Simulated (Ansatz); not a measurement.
# Free carriers and the phonons of GaN (P6_3mc)

Aim: how far do free carriers move the optical modes of GaN (P6_3mc)?

Calculated with Ansatz 0.2.0; DFT LDA, scalar-relativistic, plane waves, PAW; PAW set soft_1.

Most raw output is cut from this account.

The database entry behind the starting cell differs from later determinations by our own check (about 0.3 % short, ideal inner coordinate), so it need not match the best structure at ambient conditions.

## (1) Set-up

It takes space group P6_3mc (No. 186, hexagonal). The conventional cell has a = 3.180 Å, b = 3.180 Å, c = 5.166 Å, α = 90.00°, β = 90.00°, γ = 120.00°. Nearest to N lie 4 Ga at 1.94 to 1.95 Å. Nearest to Ga lie 4 N at 1.94 to 1.95 Å. Farther neighbours and most contacts between anions are not listed.

Coordinates:

```cif
data_structure
_symmetry_space_group_name_H-M 'P6_3mc'
_symmetry_Int_Tables_number 186
_cell_length_a 3.1800
_cell_length_b 3.1800
_cell_length_c 5.1660
_cell_angle_alpha 90.000
_cell_angle_beta 90.000
_cell_angle_gamma 120.000
_cell_volume 45.24
loop_
_atom_site_label
_atom_site_type_symbol
_atom_site_symmetry_multiplicity
_atom_site_Wyckoff_symbol
_atom_site_fract_x
_atom_site_fract_y
_atom_site_fract_z
_atom_site_occupancy
N1 N 2 b 0.33333 0.66667 0.37500 1
Ga1 Ga 2 b 0.33333 0.66667 0.00000 1
```

## (2) Relaxation

Harmonic phonons are second derivatives at a point where the forces vanish, and they are wanted at zero stress, so atoms and cell are relaxed first.

Contents of input.yaml:

```yaml
crystal:
  lattice:
    - [3.18, 0.0, 0.0]
    - [-1.59, 2.753960784, 0.0]
    - [0.0, 0.0, 5.166]
  atoms:
    - { symbol: "N", position: [0.33333333, 0.66666667, 0.375] }
    - { symbol: "N", position: [0.66666667, 0.33333333, 0.875] }
    - { symbol: Ga, position: [0.33333333, 0.66666667, 0.0] }
    - { symbol: Ga, position: [0.66666667, 0.33333333, 0.5] }
kpoints:
  mp_grid: { grid: [12, 12, 6] }
hamiltonian:
  xc: lda
  pseudopotentials: { kind: paw, azcp: { folder: soft_1 }, xc_functional: pbe }
scf:
  occupations: { method: gaussian, width: 0.02 }
output:
  forces: true
  stress: true
  eigenvalues: true
  write_density: true
  write_potential: true
  elf: true
  volumetric_format: npy
relax:
  adjacent_minimum: "off"
  f_tol: 0.005
  max_steps: 80
  cell: { stress_tol: 0.05 }
```

Started as:

```
ansatz run input.yaml --threads 4 --pin off --max-ram 16384MiB --backend cpu --events-out ev --progress --plain --runs-dir out
```

Wall time 17 s (4 threads of Arm Neoverse V2, shared host); peak memory 0.41 GiB; 66 s of CPU time.

The steps of the relaxation:

| step | energy less that of the first step (eV) | largest force component (eV/Å) | pressure (GPa) | volume (Å³) |
| --- | --- | --- | --- | --- |
| 1 | 0.0000 | 0.1258 | -4.47 | 45.24 |
| 2 | -0.0148 | 0.0926 | -1.82 | 44.62 |
| 3 | -0.0187 | 0.0344 | 0.13 | 44.19 |
| 4 | -0.0187 | 0.0176 | 0.06 | 44.20 |
| 5 | -0.0187 | 0.0003 | 0.00 | 44.22 |
| 6* | -0.0165 | 0.0002 | -0.07 | 44.22 |
| 7 | -0.0166 | 0.0000 | 0.00 | 44.20 |
| 8* | -0.0165 | 0.0000 | 0.00 | 44.20 |

Relaxation steps marked * repeat the geometry before them on a plane-wave basis chosen anew for their cell, so energy and pressure can jump there.

Forces are held to the 12 operations that the run works with; a distortion that breaks them can't arise in this run.

| conventional cell, symmetrised | before | after | change |
| --- | --- | --- | --- |
| a (Å) | 3.180 | 3.152 | -0.9 % |
| b (Å) | 3.180 | 3.152 | -0.9 % |
| c (Å) | 5.166 | 5.138 | -0.5 % |
| volume (Å³/atom) | 11.31 | 11.05 | -2.3 % |

Final coordinates:

```xyz
4
Lattice="3.1516 0.0000 0.0000 -1.5758 2.7294 0.0000 0.0000 0.0000 5.1383" Properties=species:S:1:pos:R:3 pbc="T T T"
N     0.0000    1.8196    1.9305
N     1.5758    0.9098    4.4996
Ga    0.0000    1.8196   -0.0036
Ga    1.5758    0.9098    2.5656
```

Numbers from this step:

| Item | Value |
| --- | --- |
| pressure | -0.001567 GPa |
| gap on the k-mesh | 2.134 eV |
| volume per atom | 11.05 Å³ |

Electrostatic potential energy in the ac plane at fractional y = 0.333, with atoms of N and Ga within 0.2 Å of it. With pseudopotentials it is smooth inside the atoms' cores, unlike the true potential.

Values in eV, 22 rows by 16 columns, each cell a mean:
```
  6   3   2   2   3   5   7   7  -5 -19 -27 -28 -23 -10   4   8
  8   6   4   4   5   7   8   2 -16 -31 -33 -33 -33 -22  -3   8
 10   9   8   8   9   9  10   1 -18 -33 -33 -33 -33 -25  -5   9
 11  12  11  11  11  11  11   5 -12 -27 -33 -33 -30 -18   1  11
 13  13  12  12  13  13  12  10   1 -12 -20 -21 -15  -3   8  12
 13  13  13  13  13  13  12  11   9   5   1   0   3   8  11  12
 12  13  13  13  13  12  11   9   6   3   2   2   3   5   8  11
 11  12  13  13  12  11   9   4   1   3   6   6   4   1   2   7
  8  11  12  13  12  10   4   0   5  17  27  29  21   9   1   2
  6  11  12  12  11   8   1   2  17  36  40  40  37  24   5   0
  5  10  12  12  11   7   0   5  24  41  41  41  41  32  10   0
  6  10  11  11  11   8   1   3  19  38  40  41  39  26   7   0
  8  10  11  11  10   9   4   0   7  21  32  33  25  11   1   2
 10  11  11  11  11  10   8   3   1   4   8   9   5   1   2   7
 12  12  12  12  12  12  11   8   5   2   1   1   2   4   7  10
 13  13  13  13  13  13  12  11  10   9   7   7   8  10  11  12
 13  13  13  13  13  13  13  13  12  12  11  11  12  12  12  13
 12  12  11  11  11  12  12  13  13  13  13  13  13  13  13  12
 10   9   8   8   9  10  11  12  13  13  13  13  13  13  12  12
  8   6   4   4   5   7  10  11  12  13  13  13  13  13  12  11
  6   3   2   2   3   5   8  10  11  11  11  11  11  12  11   9
  5   2   1   1   2   4   7   9   8   3  -3  -4   0   7  10   9
```
Columns run along a (3.2 Å; values clipped at the 3rd and 97th percentile), rows up along c (5.1 Å). Atoms in or near the plane, at fractional coordinates: N at (0.67, 0.88), Ga at (0.67, 0.50).

Valence density in the ac plane at fractional y = 0.333, with atoms of N and Ga within 0.2 Å of it. It is the smooth field of the valence electrons, not physical close to the nuclei.

Values in e/Å³, 22 rows by 16 columns, each cell a mean:
```
 0  0  0  0  0  0  1  1  1  2  3  3  2  2  1  1
 0  0  0  0  0  0  1  1  2  3  3  3  3  2  1  1
 0  0  0  0  0  0  1  1  2  3  3  3  3  2  1  1
 0  0  0  0  0  0  0  1  2  3  3  3  3  2  1  1
 0  0  0  0  0  0  0  1  1  2  2  2  2  1  1  0
 0  0  0  0  0  0  0  0  1  1  1  1  1  1  0  0
 0  0  0  0  0  0  0  0  0  1  1  1  1  0  0  0
 0  0  0  0  0  0  0  0  1  1  1  1  1  1  0  0
 0  0  0  0  0  0  0  0  1  3  5  6  3  1  1  0
 0  0  0  0  0  0  0  1  2  9 20 23 12  4  1  0
 0  0  0  0  0  0  0  1  4 15 37 42 21  6  1  1
 0  0  0  0  0  0  1  1  3 10 24 27 14  4  1  1
 0  0  0  0  0  0  0  1  1  3  6  7  4  2  1  0
 0  0  0  0  0  0  0  0  1  1  1  1  1  1  0  0
 0  0  0  0  0  0  0  0  0  0  0  0  0  0  0  0
 0  0  0  0  0  0  0  0  0  0  0  0  0  0  0  0
 0  0  0  0  0  0  0  0  0  0  0  0  0  0  0  0
 0  0  0  0  0  0  0  0  0  0  0  0  0  0  0  0
 0  0  0  0  0  0  0  0  0  0  0  0  0  0  0  0
 0  0  0  0  0  0  0  0  0  0  0  0  0  0  0  0
 0  0  0  0  0  0  0  0  0  0  0  1  0  0  0  0
 0  0  0  0  0  0  0  1  1  1  1  1  1  1  1  0
```
Columns run along a (3.2 Å), rows up along c (5.1 Å). Atoms in or near the plane, at fractional coordinates: N at (0.67, 0.88), Ga at (0.67, 0.50).

ELF in the ac plane at fractional y = 0.333, with atoms of N and Ga within 0.2 Å of it. It is the smooth field of the valence electrons, not physical close to the nuclei.

Values, 22 rows by 16 columns, each cell a mean:
```
0.36 0.23 0.20 0.20 0.22 0.31 0.53 0.75 0.81 0.75 0.64 0.61 0.72 0.81 0.80 0.62
0.45 0.25 0.19 0.19 0.23 0.37 0.63 0.79 0.80 0.59 0.29 0.23 0.49 0.76 0.82 0.72
0.50 0.26 0.17 0.17 0.23 0.41 0.66 0.79 0.77 0.50 0.16 0.10 0.38 0.72 0.80 0.73
0.48 0.25 0.15 0.14 0.21 0.40 0.63 0.76 0.77 0.65 0.44 0.40 0.58 0.75 0.78 0.69
0.38 0.19 0.10 0.09 0.15 0.31 0.53 0.70 0.78 0.79 0.77 0.76 0.79 0.79 0.74 0.60
0.25 0.12 0.06 0.06 0.09 0.20 0.38 0.55 0.68 0.76 0.79 0.79 0.77 0.71 0.60 0.44
0.16 0.08 0.05 0.04 0.07 0.13 0.23 0.32 0.38 0.43 0.46 0.46 0.44 0.40 0.34 0.26
0.14 0.10 0.08 0.07 0.09 0.13 0.17 0.21 0.23 0.23 0.22 0.21 0.23 0.24 0.22 0.19
0.17 0.16 0.16 0.16 0.17 0.17 0.19 0.21 0.19 0.12 0.08 0.08 0.11 0.17 0.21 0.20
0.21 0.26 0.30 0.31 0.29 0.23 0.22 0.21 0.12 0.04 0.02 0.02 0.03 0.09 0.19 0.22
0.26 0.39 0.47 0.47 0.43 0.31 0.26 0.19 0.10 0.01 0.09 0.17 0.00 0.07 0.15 0.24
0.36 0.53 0.60 0.61 0.57 0.43 0.29 0.22 0.11 0.03 0.02 0.02 0.02 0.08 0.18 0.25
0.44 0.61 0.65 0.65 0.62 0.51 0.34 0.25 0.18 0.10 0.06 0.06 0.09 0.15 0.22 0.28
0.50 0.62 0.65 0.65 0.62 0.54 0.39 0.26 0.22 0.20 0.17 0.17 0.19 0.21 0.23 0.32
0.48 0.56 0.60 0.60 0.58 0.51 0.39 0.27 0.21 0.20 0.21 0.21 0.20 0.19 0.22 0.33
0.38 0.47 0.52 0.52 0.49 0.42 0.32 0.23 0.17 0.15 0.15 0.14 0.14 0.15 0.19 0.28
0.25 0.33 0.38 0.39 0.35 0.28 0.20 0.14 0.10 0.08 0.07 0.07 0.07 0.08 0.11 0.17
0.16 0.21 0.24 0.24 0.22 0.18 0.13 0.09 0.07 0.06 0.05 0.05 0.05 0.06 0.08 0.11
0.14 0.17 0.18 0.19 0.17 0.15 0.13 0.12 0.11 0.12 0.13 0.13 0.12 0.11 0.11 0.12
0.17 0.18 0.19 0.19 0.18 0.17 0.18 0.22 0.28 0.33 0.36 0.36 0.34 0.30 0.24 0.19
0.21 0.20 0.21 0.21 0.21 0.21 0.27 0.40 0.53 0.60 0.63 0.63 0.62 0.57 0.46 0.30
0.27 0.22 0.21 0.21 0.21 0.25 0.38 0.59 0.73 0.77 0.76 0.75 0.76 0.75 0.66 0.45
```
Columns run along a (3.2 Å), rows up along c (5.1 Å). Atoms in or near the plane, at fractional coordinates: N at (0.67, 0.88), Ga at (0.67, 0.50).

In this step the volume went from 11.31 to 11.05 Å³/atom.

## (3) Tight relaxation

Phonons need small forces and stress, so the relaxation is finished with tight tolerances on 12×12×6 k points.

input.yaml, the sections that differ from step 2:

```yaml
crystal:
  lattice:
    - [3.1516497508, 0.0, 0.0]
    - [-1.5758248754, 2.729408748, 0.0]
    - [0.0, 0.0, 5.138302942]
  atoms:
    - { symbol: "N", position: [0.3333333333, 0.6666666667, 0.375699071] }
    - { symbol: "N", position: [0.6666666667, 0.3333333333, 0.875699071] }
    - { symbol: Ga, position: [0.3333333333, 0.6666666667, -0.000699071] }
    - { symbol: Ga, position: [0.6666666667, 0.3333333333, 0.499300929] }
scf:
  occupations: { method: fixed }
relax:
  adjacent_minimum: "off"
  f_tol: 0.001
  max_steps: 60
  cell: { stress_tol: 0.01 }
# kpoints, hamiltonian, output: as in step 2
```

Elapsed: 5.5 s, on 4 threads; peak memory 0.4 GiB.

Little changed from the start: no atom moved by 0.005 Å and no cell edge by 0.1 %.

ELF in the ac plane at fractional y = 0.333, with atoms of N and Ga within 0.2 Å of it. It is the smooth field of the valence electrons, not physical close to the nuclei.

Ten even steps from '0' (0.00) to '9' (0.82):
```
4222236899889997
5222247997436998
5322248995104898
6311258996215898
5211247998768998
4211136899999986
3100124689999875
1000012455665543
1100012223333322
1111112222112222
2222222210000122
2344332210000022
3456533210120012
4677653210000023
5777763210000123
5777764322111223
6777764322222224
5677654322222223
4566543211111123
3444432110000111
1233221100000001
1222211100000011
1222211122222211
2222222345555432
2222223578888764
3222234799999985
```
Columns run along a (3.2 Å), rows up along c (5.1 Å). Atoms in or near the plane, at fractional coordinates: N at (0.67, 0.88), Ga at (0.67, 0.50).

Valence density in the ac plane at fractional y = 0.333, with atoms of N and Ga within 0.2 Å of it. It is the smooth field of the valence electrons, not physical close to the nuclei.

Ten steps, logarithmic in the rise over the least value, from '0' (0 e/Å³) to '9' (44 e/Å³):
```
1111111223343321
1100111234444321
1000011234444421
1000001234444321
0000001123444321
0000000123333211
0000000112222110
0000000011221110
0000000011121110
0000000112332210
0000000124665311
0000001246897521
1000011247998521
1111111247897521
1111111124665321
1111111112333211
1111111111111110
0011100000000000
0000000000000000
0000000000000000
0000000000000000
0000000000000000
0000000000000000
0000000000000000
0011100111111110
1111111112222211
```
Columns run along a (3.2 Å), rows up along c (5.1 Å). Atoms in or near the plane, at fractional coordinates: N at (0.67, 0.88), Ga at (0.67, 0.50).

Electrostatic potential energy in the ac plane at fractional y = 0.333, with atoms of N and Ga within 0.2 Å of it. With pseudopotentials it is smooth inside the atoms' cores, unlike the true potential.

Values in eV, 22 rows by 16 columns, each cell a mean:
```
  6   3   2   2   3   5   7   7  -5 -19 -27 -28 -23 -10   4   8
  8   6   4   4   5   7   8   2 -16 -31 -33 -33 -33 -22  -3   8
 10   9   8   8   9   9  10   1 -18 -33 -33 -33 -33 -25  -5   9
 11  12  11  11  11  11  11   5 -12 -27 -33 -33 -30 -18   1  11
 13  13  12  12  13  13  12  10   1 -12 -20 -21 -15  -3   8  12
 13  13  13  13  13  13  12  11   9   5   1   0   3   8  11  12
 12  13  13  13  13  12  11   9   6   3   2   2   3   5   8  11
 11  12  13  13  12  11   9   4   1   3   6   6   4   1   2   7
  8  11  12  13  12  10   4   0   5  17  27  29  21   9   1   2
  6  11  12  12  11   8   1   2  17  36  40  40  37  24   5   0
  5  10  12  12  11   7   0   5  24  41  41  41  41  32  10   0
  6  10  11  11  11   8   1   3  19  38  40  41  39  26   7   0
  8  10  11  11  10   9   4   0   7  21  32  33  25  11   1   2
 10  11  11  11  11  10   8   3   1   4   8   9   5   1   2   7
 12  12  12  12  12  12  11   8   5   2   1   1   2   4   7  10
 13  13  13  13  13  13  12  11  10   9   7   7   8  10  11  12
 13  13  13  13  13  13  13  13  12  12  11  11  12  12  12  13
 12  12  11  11  11  12  12  13  13  13  13  13  13  13  13  12
 10   9   8   8   9  10  11  12  13  13  13  13  13  13  12  12
  8   6   4   4   5   7  10  11  12  13  13  13  13  13  12  11
  6   3   2   2   3   5   8  10  11  11  11  11  11  12  11   9
  5   2   1   1   2   4   7   9   8   3  -3  -4   0   7  10   9
```
Columns run along a (3.2 Å; values clipped at the 3rd and 97th percentile), rows up along c (5.1 Å). Atoms in or near the plane, at fractional coordinates: N at (0.67, 0.88), Ga at (0.67, 0.50).

The largest force component left is 0.020 meV/Å and the pressure is -0.002 GPa, within the tolerances set. The cell now holds 11.05 Å³/atom.

## (4) A member of the series: no carriers

The cell of the neutral crystal is kept with no carriers. The bands are sampled on 26×26×15 points with Fermi-Dirac filling of 0.03 eV.

input.yaml, the sections that differ from step 3:

```yaml
kpoints:
  mp_grid: { grid: [26, 26, 15] }
scf:
  occupations: { method: fermi_dirac, width: 0.03 }
output:
  forces: true
  stress: true
  eigenvalues: true
relax:
  adjacent_minimum: "off"
  f_tol: 0.001
  max_steps: 60
# crystal, hamiltonian: as in step 3
```

Elapsed: 27 s, on 4 threads; peak memory 0.82 GiB; 1.8 min of CPU time.

Hardly anything moved in the relaxation; the energy changed by under 0.2 meV an atom.

The largest force component left is 0.049 meV/Å.

## (5) Modes of this member: no carriers

The force constants come from the linear response of the density to a displacement.

The zone-centre modes follow for no carriers.

Changes to input.yaml since step 4:

```diff
@@ -18,8 +18,4 @@
 output:
-  forces: true
-  stress: true
   eigenvalues: true
-relax:
-  adjacent_minimum: "off"
-  f_tol: 0.001
-  max_steps: 60
+phonons:
+  method: dfpt
```

The job ended after 6.5 min (4 threads; peak memory 8 GiB).

Numbers from this step:

* sum-rule residual before enforcement: 1.24e-5 eV/Å²
* point group: 6mm
* highest optical mode at the zone centre (no LO-TO term): 698.0 cm⁻¹
* lowest optical zone-centre mode: 139.8 cm⁻¹

Without the LO-TO term. Patterns of degenerate modes are one choice out of their space. The modes at Γ (shares of kinetic energy by element, %):

| mode | frequency (cm⁻¹) | symmetry | N % | Ga % |
| --- | --- | --- | --- | --- |
| 1 | 0.0 | acoustic | 17 | 83 |
| 2 | 0.0 | acoustic | 17 | 83 |
| 3 | 0.0 | acoustic | 17 | 83 |
| 4 | 139.8 | E2 | 12 | 88 |
| 5 | 139.8 | E2 | 12 | 88 |
| 6 | 335.9 | B1 | 0 | 100 |
| 7 | 538.4 | A1 | 83 | 17 |
| 8 | 560.4 | E1 | 83 | 17 |
| 9 | 560.4 | E1 | 83 | 17 |
| 10 | 569.5 | E2 | 88 | 12 |
| 11 | 569.5 | E2 | 88 | 12 |
| 12 | 698.0 | B1 | 100 | 0 |

Displacements in mode 4 (139.8 cm⁻¹), the largest set to 1:
```
N1   0.00  0.82  0.00
N2   0.00 -0.82  0.00
Ga3  0.00 -1.00  0.00
Ga4  0.00  1.00  0.00
```

Displacements in mode 8 (560.4 cm⁻¹), the largest set to 1:
```
N1   0.00  1.00  0.00
N2   0.00  1.00  0.00
Ga3  0.00 -0.20  0.00
Ga4  0.00 -0.20  0.00
```

Without the LO-TO term the lowest optical mode is real, 140 cm⁻¹, and the highest lies at 698.0 cm⁻¹.

## (6) Relaxation of a member: 15 × 10²⁰ electrons per cm³

The cell of the neutral crystal is kept with 15 × 10²⁰ electrons per cm³, balanced by a uniform background. The bands are sampled on 26×26×15 points with Fermi-Dirac filling of 0.03 eV.

Changes to input.yaml since step 5:

```diff
@@ -10,2 +10,3 @@
     - { symbol: Ga, position: [0.6666666667, 0.3333333333, 0.499300929] }
+total_charge: -0.066301
 kpoints:
@@ -18,4 +19,8 @@
 output:
+  forces: true
+  stress: true
   eigenvalues: true
-phonons:
-  method: dfpt
+relax:
+  adjacent_minimum: "off"
+  f_tol: 0.001
+  max_steps: 60
```

Wall time 41 s (4 threads); peak memory 0.81 GiB; 2.7 min of CPU time.

No atom moved by 0.005 Å in the relaxation.

The largest force component left is 0.0090 meV/Å.

(Continued in part 2 of 2.)

[Logs are printed without paths, hosts, clocks, repeated set-up lines and the standing remarks that a program may print on its own settings, such as how far it seeks lower states.]

[Hosts, paths, dates, database ids (printed as entryN), source tags and the programs' standing remarks are cut or masked in the printed files.]
